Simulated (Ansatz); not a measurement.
# Work function of Ta(100): what the settings cost and change

Aim: the work function of Ta(100) across levels of theory at one geometry.

Method: plane-wave DFT, PBE, Ansatz PAW, in the first sound run; inputs show where later runs differ, in Ansatz 0.2.0.

**What experiment says.**

For Ta (clean (100) face, a compiled value), “Anisotropic work function of elemental crystals” (2019, arxiv:1902.07811) quotes earlier work: work function (clean (100) face, a compiled value) 4.1 eV.

### 1. The starting structure

The cell holds 7 atoms: 7 Ta. Its edges and angles: a = 3.310 Å, b = 3.310 Å, c = 27.930 Å, α = 90.0°, β = 90.0°, γ = 90.0°. Vacuum lies along c.

### 2. Slab, setting PBE, Ansatz PAW (420 eV)

A work function rests on the faint tail of the density, so the SCF threshold is tight. PBE on the default files comes first; the next runs keep the geometry and change functional or files, each at the cutoff that its files recommend; a relaxation and, for heavy metals, spin-orbit coupling close the ladder.

The input, input.yaml:

```yaml
crystal:
  lattice:
    - [3.31, 0.0, 0.0]
    - [0.0, 3.31, 0.0]
    - [0.0, 0.0, 27.93]
  atoms:
    - { symbol: Ta, position: [0.0, 0.0, 0.3222341568] }
    - { symbol: Ta, position: [0.5, 0.5, 0.3814894379] }
    - { symbol: Ta, position: [0.0, 0.0, 0.4407447189] }
    - { symbol: Ta, position: [0.5, 0.5, 0.5] }
    - { symbol: Ta, position: [0.0, 0.0, 0.5592552811] }
    - { symbol: Ta, position: [0.5, 0.5, 0.6185105621] }
    - { symbol: Ta, position: [0.0, 0.0, 0.6777658432] }
kpoints:
  mp_grid: { grid: [12, 12, 1] }
hamiltonian:
  xc: pbe
scf:
  occupations: { method: fermi_dirac, width: 0.1 }
  convergence: { dr2_threshold: 1.0e-09 }
efield:
  axis: 3
  dipole_correction: true
  ramp_position: 0.97
  ramp_width: 0.06
output:
  write_potential: true
  write_density: true
  volumetric_format: npy
  elf: true
```

Started as:

```
> ansatz run input.yaml --threads 2 --pin off --max-ram 3072MiB --backend cpu --events-out ev --progress --plain --runs-dir out
```

The program printed:

```text
Engine: ansatz 0.2.0, aarch64-unknown-linux-gnu
Pseudopotentials: kind: paw
Pseudopotential: Ta, paw, valence charge 13, recommended cutoff 420 eV (normal), Ta.paw.azcp
Functional definition: PBE
  parameter kappa = 0.804
  parameter beta = 0.066725
  exchange = pbe_x(kappa = kappa, mu = beta*pi^2/3)
  correlation = pbe_c(beta = beta)
Crystal: 7 atoms, lattice volume = 306.004 Å³
Basis set: ecut = 420 eV, 6045 PW (Γ)
Bands: 55, of which v1, the nominal top of the filled ones, is band 46 counted from 1 (45 counted from 0)
Symmetry: 8 space group operations
k-points: 28 of 144
Non-local potential: Ta, projectors of the file, l = 0: 3, l = 1: 2, l = 2: 2, l = 3: 1
PAW form: soft (Blöchl's): semilocal exchange-correlation on the pseudo side does not see the compensation charge
PAW one-centre angular grid: Ta, 590 points (default); XC on 64 Gauss nodes
Initial density: superposition of atomic densities (neutral atoms: chi_scale 0, normalization atom), corrected by the library's trained network
Initial wavefunctions: pseudopotential atomic-orbital guess
Functional: x = pbe(κ = 0.804, μ = 0.219515), c = pbe(β = 0.066725)
SCF iter   1: F=—  HF=-69522.289046 eV  |F-HF|=—  |Δ(HF+E_count)|=         —  Δρ=8.73e-3  dr2=5.79e0  ethr=1.77e-3  p=0.000 e·Å  D=5.13e-14 V/Å  ΔV_dip=-0.00 eV  dr2_dipole=1.48e-6  V_vac-E_F(+/−)=4.22/4.22 eV  ⟨swp⟩=9.2  Hψ=7530  notcnv=0
efield: sawtooth ramp at fractional position 0.9700 (set: `efield.ramp_position`, or a place that a band, a saddle search or an elastic batch's reference lends), width 0.0600; the density the first Hamiltonian is built on has a dipole p = 0.000 e·Å; the dipole correction subtracts the counter field D = 5.13e-14 V/Å, which shifts the + side's vacuum level by -0.00 eV against the − side's; the planar-averaged density in the ramp window peaks in size at 2.9e-5 e/Å³
preconditioner: auto → LDOS  [metal: Δε(μ)=0.004 eV  Ē_g=3.601 eV  σ=0.100 eV  W_gap=0.01  n_scr=62 (ndim 8)  ℏωp=12.6 eV  f_vac=0.506  D(μ)=6.61/eV (n_scr^D=36)  β→1.0]
SCF iter   2: F=—  HF=-69522.187804 eV  |F-HF|=—  |Δ(HF+E_count)|=   1.01e-1  Δρ=5.23e-3  dr2=1.13e0  ethr=1.77e-3  p=-0.000 e·Å  D=-3.02e-5 V/Å  ΔV_dip=0.00 eV  dr2_dipole=1.99e-6  V_vac-E_F(+/−)=3.90/3.90 eV  ⟨swp⟩=3.7  Hψ=2185  notcnv=0
SCF iter   3: F=—  HF=-69522.152185 eV  |F-HF|=—  |Δ(HF+E_count)|=   3.56e-2  Δρ=8.05e-4  dr2=1.96e-2  ethr=1.24e-3  p=-0.000 e·Å  D=-1.05e-5 V/Å  ΔV_dip=0.00 eV  dr2_dipole=7.34e-8  V_vac-E_F(+/−)=3.99/3.99 eV  ⟨swp⟩=2.0  Hψ=1686  notcnv=0
SCF iter   4: F=—  HF=-69522.153172 eV  |F-HF|=—  |Δ(HF+E_count)|=   9.87e-4  Δρ=2.42e-4  dr2=3.43e-4  ethr=2.15e-5  p=-0.000 e·Å  D=-2.62e-6 V/Å  ΔV_dip=0.00 eV  dr2_dipole=5.68e-11  V_vac-E_F(+/−)=3.98/3.98 eV  ⟨swp⟩=2.0  Hψ=1905  notcnv=0
SCF iter   5: F=—  HF=-69522.153265 eV  |F-HF|=—  |Δ(HF+E_count)|=   9.32e-5  Δρ=9.22e-5  dr2=1.96e-4  ethr=3.77e-7  p=-0.000 e·Å  D=-2.13e-6 V/Å  ΔV_dip=0.00 eV  dr2_dipole=9.47e-10  V_vac-E_F(+/−)=3.99/3.99 eV  ⟨swp⟩=3.0  Hψ=2326  notcnv=0
SCF iter   6: F=—  HF=-69522.153272 eV  |F-HF|=—  |Δ(HF+E_count)|=   6.14e-6  Δρ=3.73e-5  dr2=2.94e-5  ethr=2.15e-7  p=-0.000 e·Å  D=-2.49e-7 V/Å  ΔV_dip=0.00 eV  dr2_dipole=2.09e-11  V_vac-E_F(+/−)=4.00/4.00 eV  ⟨swp⟩=1.6  Hψ=1585  notcnv=0
SCF iter   7: F=—  HF=-69522.153275 eV  |F-HF|=—  |Δ(HF+E_count)|=   3.41e-6  Δρ=7.67e-6  dr2=1.45e-6  ethr=3.23e-8  p=-0.000 e·Å  D=-4.51e-7 V/Å  ΔV_dip=0.00 eV  dr2_dipole=9.75e-11  V_vac-E_F(+/−)=4.00/4.00 eV  ⟨swp⟩=1.9  Hψ=1737  notcnv=0
SCF iter   8: F=—  HF=-69522.153565 eV  |F-HF|=—  |Δ(HF+E_count)|=   2.90e-4  Δρ=2.64e-6  dr2=7.93e-8  ethr=1.60e-9  p=0.000 e·Å  D=7.22e-8 V/Å  ΔV_dip=-0.00 eV  dr2_dipole=4.89e-12  V_vac-E_F(+/−)=4.00/4.00 eV  ⟨swp⟩=2.4  Hψ=2146  notcnv=0
SCF iter   9: F=—  HF=-69522.153565 eV  |F-HF|=—  |Δ(HF+E_count)|=   1.72e-8  Δρ=7.68e-7  dr2=5.67e-9  ethr=8.71e-11  p=-0.000 e·Å  D=-2.30e-8 V/Å  ΔV_dip=0.00 eV  dr2_dipole=7.73e-17  V_vac-E_F(+/−)=4.00/4.00 eV  ⟨swp⟩=2.3  Hψ=2297  notcnv=0
SCF iter  10: F=-69522.153565 eV  HF=-69522.153565 eV  |F-HF|=7.28e-11  |Δ(HF+E_count)|=  9.60e-10  Δρ=2.47e-7  dr2=3.83e-10  ethr=1.10e-12  p=0.000 e·Å  D=5.99e-9 V/Å  ΔV_dip=-0.00 eV  dr2_dipole=2.89e-15  V_vac-E_F(+/−)=4.00/4.00 eV  ⟨swp⟩=8.7  Hψ=5279  notcnv=0
SCF 1 converged in 10 iterations: F = -69522.153565 eV  dr2 = 3.83e-10
  greatest PAW one-centre occupation: 0.999 electrons in one spin orbital (limit 2), on the Ta atom at site 5 (counted from 0), in its partial waves of l = 0
WARN: The output density's exchange-correlation potential varies sharply where the density is thin. Do not read a vacuum level from v_tot or v_xc, or from such a field of the output density. On a cell that repeats whose density bears no net charge and no dipole along the vacuum's axis use v_es (v_loc + v_h of the components); under efield.dipole_correction with no amplitude use v_es + v_field, which holds any externa [...]
SCF converged after 10 iterations
Free energy (F): -69522.153565 eV
Harris-Foulkes:  -69522.153565 eV  (|F-HF|=7.28e-11)
Internal energy: -69521.906233 eV  (E = F + TS)
E sigma→0 (E₀):  -69522.029899 eV
Entropy (-TS):   -0.247332 eV (-35.333 meV/atom)
Fermi energy:    5.581656 eV
Dipole field:    D = -0.000000 V/Å  (p = -0.000000 e·Å, saw-weighted, corrected)
Work function:   Φ+ = 3.9992 eV   Φ− = 3.9992 eV
Levels:          The Fermi level and band energies are counted from a zero that moves with the ramp; work functions are not
--- Per-component energies (eV) ---
  E_band       = -1937.995758
  E_kinetic    = 2547.876300
  E_local      = -113419.490569  (includes V_loc(G=0)·N_el)
  E_nonlocal   = 102.068302
  E_hartree    = 55519.105401
  E_xc         = -1521.984450
  E_vxc        = -1418.622040  (∫ρ·V_xc dr)
  E_paw        = -58774.546125  (= ΣΔE_a)
  E_vpaw       = -788.039931  (= ΣTr[D̂ρ^β])
  E_aug_tail   = 0.000983  (compensation charges beyond the density's cutoff)
  E_efield     = 0.000000  (sawtooth field / dipole correction)
  E_vefield    = 0.000000  (∫n·V_field dr)
  E_ewald      = 46025.063926
  E_smearing   = -0.247332  (= −TS)
  E_closure    = 0.000000  (closes the sum)
  Σ components = -69522.153565   (vs F -69522.153565, Δ=0.00e0)
--- Band table (eV; the first three rows and the last of 28) ---
  k-point 0: bands = [... 42 lower, 6.0467, 6.0467, 6.1166, 6.1166, 6.2593, 6.2593, 6.3451, 6.7008, ... 5 higher]
  k-point 1: bands = [... 42 lower, 5.8242, 5.8593, 6.0975, 6.1017, 6.2004, 6.2318, 6.2417, 6.5917, ... 5 higher]
  k-point 2: bands = [... 42 lower, 5.4043, 5.5329, 5.6940, 5.8822, 5.9541, 6.4734, 6.4795, 6.5463, ... 5 higher]
  k-point 27: bands = [... 42 lower, 4.3499, 5.1360, 5.1360, 6.2218, 6.2218, 7.7029, 7.7029, 7.8551, ... 5 higher]
```

Elapsed: 57 s, on 2 threads of Arm Neoverse N1, shared host; peak memory 0.77 GiB; 1.9 min of CPU time.

In the SCF lines HF is the Harris–Foulkes energy and dr2 the Hartree energy of the density residual, in eV; the loop may stop once dr2 is under the threshold and the program's other checks hold. Hψ counts applications of the Hamiltonian.

Read from the output:

| Quantity | Value |
| --- | --- |
| energy at zero smearing | -69522.0299 eV |
| work function, upper face | 3.999 eV |

Running mean over 1.655 Å of the planar mean; the ramp of the sawtooth is left out. The electron's electrostatic potential energy less the Fermi level by z:

```
z (Å)  electron's electrostatic potential energy less the Fermi level (eV)
    4                                                                 4.00
    5                                                                 3.98
    6                                                                 3.88
    7                                                                 3.01
    8                                                                -2.59
    9                                                                -9.80
   10                                                                -10.2
   11                                                                -10.1
   12                                                                -10.0
   13                                                               -10.00
   14                                                                -9.97
   15                                                                -10.0
   16                                                                -10.0
   17                                                                -10.1
   18                                                                -10.2
   19                                                                -9.59
   20                                                                -1.95
   21                                                                 3.14
   22                                                                 3.89
   23                                                                 3.99
   24                                                                 4.00
```

ELF in the ca plane at fractional y = 0.000, with atoms of Ta within 0.2 Å of it. It is the smooth field of the valence electrons, not physical close to the nuclei.

Ten even steps from '0' (0.00) to '9' (0.71), each cell a mean:
```
38957835525957834635956933644966962221000000
24898546643788536743788635763689731221000000
22343467764333357764333346775443212221100000
32346776666434676677534566567753323321100000
33457875567645776667655676568875333321100000
22234566665322467765322466666532222221100000
13576357753465446753466436764467422221100000
27989736634989735634989834654889942221000000
39715935526814833525823942545932972221000000
```
Columns run along c (16.0 Å, from fractional 0.28 to 0.86 of the cell), rows up along a (3.3 Å). Atoms in or near the plane, at fractional coordinates: Ta at (0.32, 0.00), Ta at (0.44, 0.00), Ta at (0.56, 0.00), Ta at (0.68, 0.00).

Electrostatic potential energy in the ca plane at fractional y = 0.000, with atoms of Ta within 0.2 Å of it. With pseudopotentials it is smooth inside the atoms' cores, unlike the true potential.

Ten even steps from '0' (-66 eV) to '9' (10 eV), each cell a mean:
```
85201489986201479986300479997300368999999999
87534689997544689998644689998644589999999999
98777899999877899999877899999877899999999999
99999999999999999999999999999999999999999999
99999999999999999999999999999999999999999999
99888999999888999999988999999988899999999999
98656799998656799998766789998765789999999999
86312589987312589997412579997411478999999999
85100479986100379986200379996200268999999999
```
Columns run along c (16.0 Å, from fractional 0.28 to 0.86 of the cell; values clipped at the 3rd and 97th percentile), rows up along a (3.3 Å). Atoms in or near the plane, at fractional coordinates: Ta at (0.32, 0.00), Ta at (0.44, 0.00), Ta at (0.56, 0.00), Ta at (0.68, 0.00).

Valence density in the ca plane at fractional y = 0.000, with atoms of Ta within 0.2 Å of it. It is the smooth field of the valence electrons, not physical close to the nuclei.

Ten even steps from '0' (0.0 e/Å³) to '9' (4.3 e/Å³), each cell a mean:
```
03899510002899510002799610002799710000000000
01465200001465200001365200001356300000000000
00111000000111000000011000000111000000000000
00000000000000000000000000000000000000000000
00000000000000000000000000000000000000000000
00000000000000000000000000000000000000000000
00232100000232100000133100000133100000000000
02798310002698410001698410001589510000000000
04989610003989610002889720002899820000000000
```
Columns run along c (16.0 Å, from fractional 0.28 to 0.86 of the cell), rows up along a (3.3 Å). Atoms in or near the plane, at fractional coordinates: Ta at (0.32, 0.00), Ta at (0.44, 0.00), Ta at (0.56, 0.00), Ta at (0.68, 0.00).

The work function is 3.999 eV.

### 3. Run

This step: plane-wave DFT, LDA, Ansatz PAW (Ansatz 0.2.0).

Changes to input.yaml since step 2:

```diff
@@ -16,3 +16,3 @@
 hamiltonian:
-  xc: pbe
+  xc: lda
 scf:
@@ -29,2 +29 @@
   volumetric_format: npy
-  elf: true
```

The program printed:

```text
[...]
Crystal: 7 atoms, lattice volume = 306.004 Å³
Basis set: ecut = 420 eV, 6045 PW (Γ)
Bands: 55, of which v1, the nominal top of the filled ones, is band 46 counted from 1 (45 counted from 0)
Symmetry: 8 space group operations
k-points: 28 of 144
[...]
k-point 0: bands = [... 42 lower, 5.7261, 5.7261, 5.7929, 5.7929, 5.9360, 5.9360, 6.0057, 6.3655, ... 5 higher]
  k-point 1: bands = [... 42 lower, 5.4994, 5.5387, 5.7700, 5.7701, 5.8786, 5.9185, 5.9350, 6.2694, ... 5 higher]
  k-point 2: bands = [... 42 lower, 5.0805, 5.2393, 5.3787, 5.5598, 5.6344, 6.1715, 6.1764, 6.2233, ... 5 higher]
  k-point 27: bands = [... 42 lower, 4.0932, 4.8958, 4.8958, 6.0026, 6.0026, 7.4640, 7.4640, 7.6389, ... 5 higher]
[key lines of the parts left out:]
SCF converged after 10 iterations
Free energy (F): -67773.723649 eV
Fermi energy:    5.301043 eV
Dipole field:    D = -0.000000 V/Å  (p = -0.000000 e·Å, saw-weighted, corrected)
Work function:   Φ+ = 4.2294 eV   Φ− = 4.2294 eV
```

Elapsed: 56 s, on 2 threads; peak memory 0.76 GiB.

The work function is 4.229 eV, +0.230 eV from the run “PBE, Ansatz PAW (420 eV)”, at 0.99 times its CPU time.

### 4. Slab

This step: plane-wave DFT, PBEsol, Ansatz PAW (Ansatz 0.2.0).

Changes to input.yaml since step 3:

```diff
@@ -16,3 +16,3 @@
 hamiltonian:
-  xc: lda
+  xc: pbesol
 scf:
```

The program printed:

```text
[...]
Crystal: 7 atoms, lattice volume = 306.004 Å³
Basis set: ecut = 420 eV, 6045 PW (Γ)
Bands: 55, of which v1, the nominal top of the filled ones, is band 46 counted from 1 (45 counted from 0)
Symmetry: 8 space group operations
k-points: 28 of 144
[...]
k-point 0: bands = [... 42 lower, 5.9203, 5.9203, 5.9896, 5.9896, 6.1322, 6.1322, 6.2141, 6.5709, ... 5 higher]
  k-point 1: bands = [... 42 lower, 5.6966, 5.7325, 5.9693, 5.9727, 6.0737, 6.1065, 6.1184, 6.4647, ... 5 higher]
  k-point 2: bands = [... 42 lower, 5.2765, 5.4127, 5.5681, 5.7547, 5.8274, 6.3524, 6.3582, 6.4185, ... 5 higher]
  k-point 27: bands = [... 42 lower, 4.2374, 5.0280, 5.0280, 6.1187, 6.1187, 7.5907, 7.5907, 7.7472, ... 5 higher]
[key lines of the parts left out:]
SCF converged after 10 iterations
Free energy (F): -68641.341593 eV
Fermi energy:    5.463202 eV
Dipole field:    D = -0.000000 V/Å  (p = -0.000000 e·Å, saw-weighted, corrected)
Work function:   Φ+ = 4.0783 eV   Φ− = 4.0783 eV
```

Run time: 59 s. Hardware: 2 threads; peak memory 0.77 GiB.

The work function is 4.078 eV, +0.079 eV from the run “PBE, Ansatz PAW (420 eV)”, at 1.0 times its CPU time.

### 5. Run

This step: plane-wave DFT, RPBE, Ansatz PAW (Ansatz 0.2.0).

Changes to input.yaml since step 4:

```diff
@@ -16,3 +16,3 @@
 hamiltonian:
-  xc: pbesol
+  xc: rpbe
 scf:
```

The program printed:

```text
[...]
Crystal: 7 atoms, lattice volume = 306.004 Å³
Basis set: ecut = 420 eV, 6045 PW (Γ)
Bands: 55, of which v1, the nominal top of the filled ones, is band 46 counted from 1 (45 counted from 0)
Symmetry: 8 space group operations
k-points: 28 of 144
[...]
k-point 0: bands = [... 42 lower, 6.1709, 6.1709, 6.2410, 6.2410, 6.3855, 6.3855, 6.4757, 6.8299, ... 5 higher]
  k-point 1: bands = [... 42 lower, 5.9503, 5.9842, 6.2241, 6.2304, 6.3258, 6.3548, 6.3626, 6.7164, ... 5 higher]
  k-point 2: bands = [... 42 lower, 5.5312, 5.6534, 5.8172, 6.0080, 6.0802, 6.5952, 6.6021, 6.6714, ... 5 higher]
  k-point 27: bands = [... 42 lower, 4.4562, 5.2373, 5.2373, 6.3166, 6.3166, 7.8064, 7.8064, 7.9521, ... 5 higher]
[key lines of the parts left out:]
SCF converged after 10 iterations
Free energy (F): -69610.273722 eV
Fermi energy:    5.695777 eV
Dipole field:    D = -0.000001 V/Å  (p = -0.000002 e·Å, saw-weighted, corrected)
Work function:   Φ+ = 3.8706 eV   Φ− = 3.8706 eV
```

Run time: 61 s. Hardware: 2 threads; peak memory 0.77 GiB.

The work function is 3.871 eV, -0.129 eV from the run “PBE, Ansatz PAW (420 eV)”, at 1.1 times its CPU time.

### 6. Slab

This step: plane-wave DFT, r2SCAN, Ansatz PAW (Ansatz 0.2.0).

Changes to input.yaml since step 5:

```diff
@@ -16,3 +16,3 @@
 hamiltonian:
-  xc: rpbe
+  xc: r2scan
 scf:
```

The program printed:

```text
[...]
Crystal: 7 atoms, lattice volume = 306.004 Å³
Basis set: ecut = 500 eV, 7741 PW (Γ), exchange–correlation on 100×100×864 points (64 copies of the dense FFT grid, shifted against one another)
Bands: 55, of which v1, the nominal top of the filled ones, is band 46 counted from 1 (45 counted from 0)
Symmetry: 8 space group operations
k-points: 28 of 144
[...]
k-point 0: bands = [... 42 lower, 6.0416, 6.0416, 6.1166, 6.1166, 6.2794, 6.2794, 6.3883, 6.7496, ... 5 higher]
  k-point 1: bands = [... 42 lower, 5.8181, 5.8534, 6.1068, 6.1232, 6.2098, 6.2374, 6.2413, 6.6211, ... 5 higher]
  k-point 2: bands = [... 42 lower, 5.3819, 5.4848, 5.6745, 5.8737, 5.9570, 6.4836, 6.4962, 6.5707, ... 5 higher]
  k-point 27: bands = [... 42 lower, 4.1762, 4.9732, 4.9732, 6.0775, 6.0775, 7.7132, 7.7132, 7.8416, ... 5 higher]
[key lines of the parts left out:]
SCF converged after 10 iterations
Free energy (F): -69606.293840 eV
Fermi energy:    5.507894 eV
Dipole field:    D = 0.000003 V/Å  (p = 0.000005 e·Å, saw-weighted, corrected)
Work function:   Φ+ = 4.0310 eV   Φ− = 4.0311 eV
```

Wall time 2.4 min (2 threads); peak memory 1.3 GiB; 4.6 min of CPU time.

The work function is 4.031 eV, +0.032 eV from the run “PBE, Ansatz PAW (420 eV)”, at 2.5 times its CPU time.

### 7. Run

This step: plane-wave DFT, PBE, JTH PAW (Ansatz 0.2.0).

Changes to input.yaml since step 6:

```diff
@@ -16,3 +16,4 @@
 hamiltonian:
-  xc: r2scan
+  xc: pbe
+  pseudopotentials: { kind: paw, source: jth }
 scf:
```

The program printed:

```text
[...]
k-point 0: bands = [... 42 lower, 5.9094, 5.9094, 5.9800, 5.9800, 6.1210, 6.1210, 6.2097, 6.5636, ... 5 higher]
  k-point 1: bands = [... 42 lower, 5.6873, 5.7208, 5.9612, 5.9653, 6.0617, 6.0935, 6.1021, 6.4538, ... 5 higher]
  k-point 2: bands = [... 42 lower, 5.2668, 5.3917, 5.5551, 5.7443, 5.8159, 6.3332, 6.3394, 6.4082, ... 5 higher]
  k-point 27: bands = [... 42 lower, 4.2083, 4.9923, 4.9923, 6.0759, 6.0759, 7.5567, 7.5567, 7.7077, ... 5 higher]
[key lines of the parts left out:]
SCF converged after 16 iterations
Free energy (F): -69247.756110 eV
Fermi energy:    5.439928 eV
Dipole field:    D = 0.000000 V/Å  (p = 0.000000 e·Å, saw-weighted, corrected)
Work function:   Φ+ = 4.0019 eV   Φ− = 4.0019 eV
```

Run time: 7.3 min. Hardware: 2 threads; peak memory 2.3 GiB; 14 min of CPU time.

The work function is 4.002 eV, +0.003 eV from the run “PBE, Ansatz PAW (420 eV)”, at 7.7 times its CPU time.

(Part 1 of 2 ends here.)

[Long decimals in the printed logs are rounded to 6 places.]

[Logs are printed without paths, hosts, clocks, repeated set-up lines and the standing remarks that a program may print on its own settings, such as how far it seeks lower states.]

[Hosts, paths, dates, database ids (printed as entryN), source tags and the programs' standing remarks are cut or masked in the printed files.]

[Maps of the electrostatic potential energy from Ansatz leave out the sawtooth potential of an applied field or a dipole correction, so their vacuum need not be flat; planar profiles and work functions include it.]
